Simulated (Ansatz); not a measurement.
SrTiO3 (Tausonite), computed twice by G0W0.

```xyz
5
Lattice="3.9053 0.0000 0.0000 0.0000 3.9053 0.0000 0.0000 0.0000 3.9053" Properties=species:S:1:pos:R:3 pbc="T T T"
Sr    1.9526    1.9526    1.9526
Ti    0.0000    0.0000    0.0000
O     1.9526    0.0000    0.0000
O     0.0000    1.9526    0.0000
O     0.0000    0.0000    1.9526
```

The cell and positions come from the Crystallography Open Database and are kept as given unless a step says otherwise.

The first (Ansatz 0.2.0; start PBE with 15 % exact exchange, 4×4×4 mesh, 248 empty bands, screening to 150 eV, PAW set soft_1 files; 1 × NVIDIA H100 80GB HBM3 (shared by 6 runs) with 3 threads of AMD EPYC 7R13 (Zen 3), shared host) gave, on its mesh: starting gap 3.16 eV, G0W0 gap 3.79 eV, RPA ε∞ (mean) 4.89, 24 s.

**Question.** The second changes start from PBE with 15 % exact exchange to PBE with 35 % exact exchange. What does it give?

It gave: starting gap 5.03 eV, G0W0 gap 4.20 eV, RPA ε∞ (mean) 3.75, 27 s. The G0W0 gap moves by +0.41 eV, +1.87 eV from the start and −1.46 eV from the correction. Σc changes by −0.42 eV at the valence top and +0.48 eV at the conduction bottom, and Σx − Vxc between them by −2.36 eV.

Limits: not at the basis limit; no spin-orbit coupling; coarse k mesh.

[Paths, hosts, dates, memory and timing lines, banners, echoed tables and standing remarks are left out of the program output.]

[Logs are printed without paths, hosts, clocks, repeated set-up lines and the standing remarks that a program may print on its own settings, such as how far it seeks lower states.]

[Runs of the session that timed out or met a known fault of the program may be left out.]

[Cells called generated may have been cut or substituted from an entry of the Crystallography Open Database or the Materials Project.]

[Hosts, paths, dates, database ids (printed as entryN), source tags and the programs' standing remarks are cut or masked in the printed files.]
